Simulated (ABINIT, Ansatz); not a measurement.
**A GW chain in ABINIT: Sr2H3I (P-3m1)**

How does a plane-wave GW calculation on Sr2H3I (P-3m1) run from the first input to the gap?

Method: LDA and many-body steps on it, plane waves, in ABINIT 10.8.3.

Most raw output is cut from this account.

## 1. The structure

Symmetry: P-3m1, No. 164, trigonal system. Conventional cell: a = 4.243 Å, b = 4.243 Å, c = 7.683 Å, α = 90.00°, β = 90.00°, γ = 120.00°. Nearest to Sr lie 7 H at 2.47 to 2.81 Å and 3 I at 3.48 Å. Nearest to H lie 6 H at 2.68 Å and 6 Sr at 2.81 Å. Nearest to H lie 4 Sr at 2.47 Å. Nearest to I lie 6 Sr at 3.48 Å. Farther neighbours and most contacts between anions are not listed.

As a file:

```cif
data_structure
_symmetry_space_group_name_H-M 'P 1'
_symmetry_Int_Tables_number 1
_cell_length_a 4.2427
_cell_length_b 4.2427
_cell_length_c 7.6827
_cell_angle_alpha 90.000
_cell_angle_beta 90.000
_cell_angle_gamma 120.000
_cell_volume 119.77
loop_
_atom_site_label
_atom_site_type_symbol
_atom_site_fract_x
_atom_site_fract_y
_atom_site_fract_z
_atom_site_occupancy
Sr1 Sr 0.66667 0.33333 0.67866 1
Sr2 Sr 0.33333 0.66667 0.32134 1
H3 H 0.00000 0.00000 0.50000 1
H4 H 0.66667 0.33333 0.35725 1
H5 H 0.33333 0.66667 0.64275 1
I6 I 0.00000 0.00000 0.00000 1
```

The cell and positions are those that the Materials Project relaxed with its own functionals (PBE, PBE+U or r2SCAN), kept fixed. Spin-orbit coupling is left out unless a step names it.

## 2. Ground state

This step: ABINIT 10.8.3; DFT, LDA, plane waves, norm-conserving pseudopotentials.

The ground-state density comes first.

run.abi reads:

```
acell 3*1.0 Angstrom
rprim 
  4.242728767114 -0.000000000028 0.000000000000
  -2.121364383533 3.674310893702 0.000000000000
  0.000000000000 0.000000000000 7.682747430000
ntypat 3
znucl 38 1 53
natom 6
typat 1 1 2 2 2 3
xred 
  0.666666666667 0.333333333333 0.678655290000
  0.333333333333 0.666666666667 0.321344710000
  0.000000000000 0.000000000000 0.500000000000
  0.666666666667 0.333333333333 0.357251500000
  0.333333333333 0.666666666667 0.642748500000
  0.000000000000 0.000000000000 0.000000000000
pp_dirpath "pseudos"
pseudos "Sr.upf, H.upf, I.upf"
ecut 31
ngkpt 6 6 4
nshiftk 1
shiftk 0 0 0
kptopt 1
chksymbreak 0
nband 22
occopt 1
tolvrs 1e-10
nstep 60
prtwf 0
optforces 0
optstress 0
indata_prefix "in"
outdata_prefix "out"
tmpdata_prefix "tmp"
```

On the command line:

```console
$ OMP_NUM_THREADS=1 mpirun -n 4 abinit run.abi > log
```

Wall time 43 s (4 MPI ranks of Arm Neoverse V1, shared host); peak memory 0.43 GiB; 2.9 min of CPU time.

Numbers from this step:

```yaml
total_energy: -2271.5961 eV
gap: 1.753 eV
k_of_the_valence_top: 0, 0, 0.5
k_of_the_conduction_bottom: 0.1667, 0.1667, 0.5
least_direct_gap: 2.319 eV
```

The gap is indirect, with the least direct gap 0.57 eV higher.

## 3. Bands along the symmetry lines

The cheap functional maps the bands first; the places of the edges decide which points the dearer methods must see.

run.abi reads:

```
acell 3*1.0 Angstrom
rprim 
  4.242728767114 -0.000000000028 0.000000000000
  -2.121364383533 3.674310893702 0.000000000000
  0.000000000000 0.000000000000 7.682747430000
ntypat 3
znucl 38 1 53
natom 6
typat 1 1 2 2 2 3
xred 
  0.666666666667 0.333333333333 0.678655290000
  0.333333333333 0.666666666667 0.321344710000
  0.000000000000 0.000000000000 0.500000000000
  0.666666666667 0.333333333333 0.357251500000
  0.333333333333 0.666666666667 0.642748500000
  0.000000000000 0.000000000000 0.000000000000
pp_dirpath "pseudos"
pseudos "Sr.upf, H.upf, I.upf"
ecut 31
iscf -2
irdden 1
kptopt 0
nkpt 75
kpt 
  0.00000000 0.00000000 0.00000000
  0.06250000 0.00000000 0.00000000
  0.12500000 0.00000000 0.00000000
  0.18750000 0.00000000 0.00000000
  0.25000000 0.00000000 0.00000000
  0.31250000 0.00000000 0.00000000
  0.37500000 0.00000000 0.00000000
  0.43750000 0.00000000 0.00000000
  0.50000000 0.00000000 0.00000000
  0.47916667 0.04166667 0.00000000
  0.45833333 0.08333333 0.00000000
  0.43750000 0.12500000 0.00000000
  0.41666666 0.16666666 0.00000000
  0.39583333 0.20833333 0.00000000
  0.37500000 0.25000000 0.00000000
  0.35416666 0.29166666 0.00000000
  0.33333333 0.33333333 0.00000000
  0.29166666 0.29166666 0.00000000
  0.25000000 0.25000000 0.00000000
  0.20833333 0.20833333 0.00000000
  0.16666666 0.16666666 0.00000000
  0.12500000 0.12500000 0.00000000
  0.08333333 0.08333333 0.00000000
  0.04166667 0.04166667 0.00000000
  0.00000000 0.00000000 0.00000000
  0.00000000 0.00000000 0.06250000
  0.00000000 0.00000000 0.12500000
  0.00000000 0.00000000 0.18750000
  0.00000000 0.00000000 0.25000000
  0.00000000 0.00000000 0.31250000
  0.00000000 0.00000000 0.37500000
  0.00000000 0.00000000 0.43750000
  0.00000000 0.00000000 0.50000000
  0.06250000 0.00000000 0.50000000
  0.12500000 0.00000000 0.50000000
  0.18750000 0.00000000 0.50000000
  0.25000000 0.00000000 0.50000000
  0.31250000 0.00000000 0.50000000
  0.37500000 0.00000000 0.50000000
  0.43750000 0.00000000 0.50000000
  0.50000000 0.00000000 0.50000000
  0.47916667 0.04166667 0.50000000
  0.45833333 0.08333333 0.50000000
  0.43750000 0.12500000 0.50000000
  0.41666666 0.16666666 0.50000000
  0.39583333 0.20833333 0.50000000
  0.37500000 0.25000000 0.50000000
  0.35416666 0.29166666 0.50000000
  0.33333333 0.33333333 0.50000000
  0.29166666 0.29166666 0.50000000
  0.25000000 0.25000000 0.50000000
  0.20833333 0.20833333 0.50000000
  0.16666666 0.16666666 0.50000000
  0.12500000 0.12500000 0.50000000
  0.08333333 0.08333333 0.50000000
  0.04166667 0.04166667 0.50000000
  0.00000000 0.00000000 0.50000000
  0.50000000 0.00000000 0.50000000
  0.50000000 0.00000000 0.43750000
  0.50000000 0.00000000 0.37500000
  0.50000000 0.00000000 0.31250000
  0.50000000 0.00000000 0.25000000
  0.50000000 0.00000000 0.18750000
  0.50000000 0.00000000 0.12500000
  0.50000000 0.00000000 0.06250000
  0.50000000 0.00000000 0.00000000
  0.33333333 0.33333333 0.50000000
  0.33333333 0.33333333 0.43750000
  0.33333333 0.33333333 0.37500000
  0.33333333 0.33333333 0.31250000
  0.33333333 0.33333333 0.25000000
  0.33333333 0.33333333 0.18750000
  0.33333333 0.33333333 0.12500000
  0.33333333 0.33333333 0.06250000
  0.33333333 0.33333333 0.00000000
istwfk *1
nband 22
nbdbuf 2
tolwfr 1e-08
nstep 40
prtwf 0
prtvol 0
indata_prefix "in"
outdata_prefix "out"
tmpdata_prefix "tmp"
```

It took 70 s on 4 MPI ranks; peak memory 0.46 GiB; 4.6 min of CPU time.

This step gave:

| Item | Value |
| --- | --- |
| gap | 1.753 eV |
| k of the valence top | 0, 0, 0.5 |
| k of the conduction bottom | 0.1667, 0.1667, 0.5 |
| least direct gap | 2.319 eV |

The gap is 1.753 eV, as in the run before at this level.

Electronic bands along the path, in eV, zero at the top of the highest filled band:

```csv
point,band 12,band 13,band 14,band 15,band 16,band 17,band 18,band 19
Γ,-2.51,-2.49,-2.49,-0.12,2.57,2.66,2.66,2.73
halfway,-3.55,-2.78,-2.72,-1.41,2.91,2.92,2.96,3.18
M,-3.04,-3.01,-2.77,-2.76,2.30,3.02,3.19,3.25
halfway,-3.59,-2.92,-2.73,-2.63,1.94,2.60,2.99,3.79
K,-3.83,-2.80,-2.65,-2.65,1.87,1.87,3.08,4.31
halfway,-3.58,-3.05,-2.72,-1.63,2.69,2.95,3.02,3.03
Γ,-2.51,-2.49,-2.49,-0.12,2.57,2.66,2.66,2.73
halfway,-2.71,-2.50,-2.50,-0.06,2.51,2.53,2.53,2.97
A,-3.15,-2.51,-2.51,0.00,2.32,2.44,2.44,3.28
halfway,-3.23,-2.88,-2.79,-1.55,1.90,2.63,2.94,3.61
L,-3.22,-3.03,-2.90,-2.48,1.89,2.38,2.83,3.58
halfway,-3.53,-3.09,-2.88,-2.52,2.42,2.61,2.76,3.69
H,-3.91,-2.85,-2.85,-2.67,2.80,2.82,2.82,4.00
halfway,-3.28,-3.01,-2.82,-1.77,1.75,3.13,3.23,3.34
A,-3.15,-2.51,-2.51,0.00,2.32,2.44,2.44,3.28
jump to L,-3.22,-3.03,-2.90,-2.48,1.89,2.38,2.83,3.58
halfway,-3.06,-3.04,-2.95,-2.57,2.17,2.65,3.00,3.09
M,-3.04,-3.01,-2.77,-2.76,2.30,3.02,3.19,3.25
jump to H,-3.91,-2.85,-2.85,-2.67,2.80,2.82,2.82,4.00
halfway,-3.87,-2.75,-2.75,-2.73,2.24,2.24,2.94,4.42
K,-3.83,-2.80,-2.65,-2.65,1.87,1.87,3.08,4.31
```

## 4. Empty states on the mesh, 3×3×2 mesh, 597 bands

The sums over transitions need many empty states on a uniform mesh; this step solves for them.

run.abi reads:

```
acell 3*1.0 Angstrom
rprim 
  4.242728767114 -0.000000000028 0.000000000000
  -2.121364383533 3.674310893702 0.000000000000
  0.000000000000 0.000000000000 7.682747430000
ntypat 3
znucl 38 1 53
natom 6
typat 1 1 2 2 2 3
xred 
  0.666666666667 0.333333333333 0.678655290000
  0.333333333333 0.666666666667 0.321344710000
  0.000000000000 0.000000000000 0.500000000000
  0.666666666667 0.333333333333 0.357251500000
  0.333333333333 0.666666666667 0.642748500000
  0.000000000000 0.000000000000 0.000000000000
pp_dirpath "pseudos"
pseudos "Sr.upf, H.upf, I.upf"
ecut 31
ngkpt 3 3 2
nshiftk 1
shiftk 0 0 0
kptopt 1
chksymbreak 0
iscf -2
irdden 1
istwfk *1
nband 597
nbdbuf 54
tolwfr 1e-09
nstep 60
prtvol 0
indata_prefix "in"
outdata_prefix "out"
tmpdata_prefix "tmp"
```

It took 12 min on 4 MPI ranks; peak memory 0.79 GiB.

This step gave:

```yaml
gap: 1.866 eV
k_of_the_valence_top: 0, 0, 0.5
k_of_the_conduction_bottom: 0.3333, 0.3333, 0
least_direct_gap: 2.319 eV
k_points_computed: 6
lowest_point_of_the_top_converged_band_above_the_valence_top: 143.4816 eV
```

On this mesh the gap is 1.866 eV. The earlier step found 1.753 eV, so this mesh misses an edge.

## 5. Screening, 3×3×2 mesh, 543 bands, screening to 272.1 eV

The RPA dielectric matrix is built and inverted for each q.

This step: RPA screening on LDA, plane waves, norm-conserving pseudopotentials.

run.abi, as its differences from that of step 4:

```diff
@@ -24,10 +24,11 @@
 chksymbreak 0
-iscf -2
-irdden 1
 istwfk *1
-nband 597
-nbdbuf 54
-tolwfr 1e-09
-nstep 60
-prtvol 0
+occopt 1
+irdwfk 1
+optdriver 3
+nband 543
+ecuteps 10
+inclvkb 2
+awtr 1
+symchi 1
 indata_prefix "in"
```

Wall time 9.6 min (4 MPI ranks); peak memory 3.3 GiB.

This step gave:

```yaml
eps_infinity_with_local_fields_on_this_mesh_along_the_program_s_q_direction: 5.518
the_same_without_local_fields: 6.242
plasma_frequency: 18.58 eV
plane_waves_in_the_screening_matrix: 1221
```

Local fields lower ε∞ by 12 %. On a Γ-centred mesh this coarse the value itself is usually too large, while a short band sum pulls it down.

## 6. Self-energy, 3×3×2 mesh, 543 bands, screening to 272.1 eV

The self-energy is evaluated for the states that the input lists, and the levels follow from it, in one-shot runs by the linearised quasiparticle equation.

This step: G0W0 on LDA, plane waves, norm-conserving pseudopotentials.

run.abi, as its differences from that of step 5:

```diff
@@ -27,8 +27,19 @@
 irdwfk 1
-optdriver 3
+optdriver 4
 nband 543
+gwcalctyp 0
+ecutsigx 31
+symsigma 1
+nkptgw 3
+kptgw 
+  0.0000000000 0.0000000000 0.5000000000
+  0.3333333333 0.3333333333 0.0000000000
+  0.0000000000 0.0000000000 0.0000000000
+bdgw 
+  13 18
+  14 17
+  13 18
 ecuteps 10
-inclvkb 2
-awtr 1
-symchi 1
+irdscr 1
+ppmodel 1
 indata_prefix "in"
```

The job ended after 16 min (4 MPI ranks; peak memory 5.2 GiB; 64 min of CPU time).

Numbers from this step:

```
G0W0 gap on the points computed              : 3.695 eV
starting gap on the mesh                     : 1.866 eV
k of the valence top                         : 0, 0, 0.5
k of the conduction bottom                   : 0.3333, 0.3333, 0
Z at the valence top                         : 0.781
Z at the conduction bottom                   : 0.818
least direct G0W0 gap on the computed points : 4.044 eV
```

The gap on the mesh goes from 1.87 eV to 3.70 eV, a correction of +1.83 eV. The start differs from the 1.75 eV found before because the two sample other k points.

Limits: finite bands, cutoff and mesh; no spin-orbit coupling; coarse k mesh. v1 is the top filled band, c1 the lowest empty one. The levels before and after the correction (eV, zero at the valence-band top of each column):

```csv
,conduction bottom,valence top
Kohn-Sham,1.87,0.00
G0W0,3.69,0.00
```

```csv
,level,energy (eV)
Kohn-Sham,(0 0 0.5) v3-v2,-2.506
Kohn-Sham,(0 0 0.5) v1,0.000
Kohn-Sham,(0 0 0.5) c1,2.320
Kohn-Sham,(0 0 0.5) c2-c3,2.441
Kohn-Sham,(0.333 0.333 0) v2-v1,-2.652
Kohn-Sham,(0.333 0.333 0) c1-c2,1.866
G0W0,(0 0 0.5) v3-v2,-2.540
G0W0,(0 0 0.5) v1,0.000
G0W0,(0 0 0.5) c1,4.044
G0W0,(0 0 0.5) c2-c3,4.388
G0W0,(0.333 0.333 0) v2-v1,-2.731
G0W0,(0.333 0.333 0) c1-c2,3.695
```

## 7. Where the time went

Times are wall times on 4 MPI ranks of Arm Neoverse V1, shared host, good to a factor of about two.

```csv
step,time,share,memory (GiB)
ground state,43 s,2 %,0.43
bands along the symmetry lines,70 s,3 %,0.46
empty states on the mesh,12 min,30 %,0.79
screening,9.6 min,24 %,3.3
self-energy,16 min,40 %,5.2
```

## 8. What came out

```yaml
lda_gap: 1.75 eV, indirect
g0w0_gap_on_the_mesh: 3.70 eV
g0w0_gap_over_the_zone_rigid_shift: 3.58 eV
gw_settings: 3×3×2 mesh, 543 bands, screening to 272.1 eV, Godby-Needs plasmon pole
known_limits: not at the basis limit; no spin-orbit coupling; coarse k mesh
```

**Reading.** G0W0 moves the gap on the mesh from 1.87 eV to 3.70 eV (+1.83 eV), with Z of 0.78 and 0.82 at the edges. The mesh misses the band edges by 0.11 eV in all; a rigid shift gives 3.58 eV for the zone. Local fields lower the RPA ε∞ on this mesh from 6.24 to 5.52; a Γ-centred mesh this coarse tends to raise both, most where the direct gap is narrow, while a short band sum lowers them. Only 3 of the mesh's irreducible points were corrected, so a valley elsewhere could overtake. Bands and cutoff are finite, so the gap is not at the basis limit. The miss can reach some tenths of an eV and take either sign; the mesh is an error of its own. In the G0W0 run levels were corrected at 3 k points alone, so a gap called «on the mesh» is the least over those, and an edge elsewhere would be missed. A denser mesh or path gives a starting gap of 1.75 eV: the GW mesh misses a band edge, so its gaps are not the fundamental one. The 3×3×2 mesh is coarse for this cell, which bears on the long-range parts of exchange and screening. The many-body steps are scalar-relativistic: spin-orbit coupling is not in them.

[Paths, hosts, dates, memory and timing lines, banners, echoed tables and standing remarks are left out of the program output.]

[Logs are printed without paths, hosts, clocks, repeated set-up lines and the standing remarks that a program may print on its own settings, such as how far it seeks lower states.]

[Runs of the session that timed out or met a known fault of the program may be left out.]

[Hosts, paths, dates, database ids (printed as entryN), source tags and the programs' standing remarks are cut or masked in the printed files.]

[G0W0 gaps are taken among the corrected bands and points alone; a level outside them can change the order at an edge.]

[Where Ansatz stands beside ABINIT at settings called matched, ABINIT's density can come from a denser mesh and the files from another edition; pairs whose starting gaps differed by over 0.03 eV were left out, so agreement reads better than it is.]
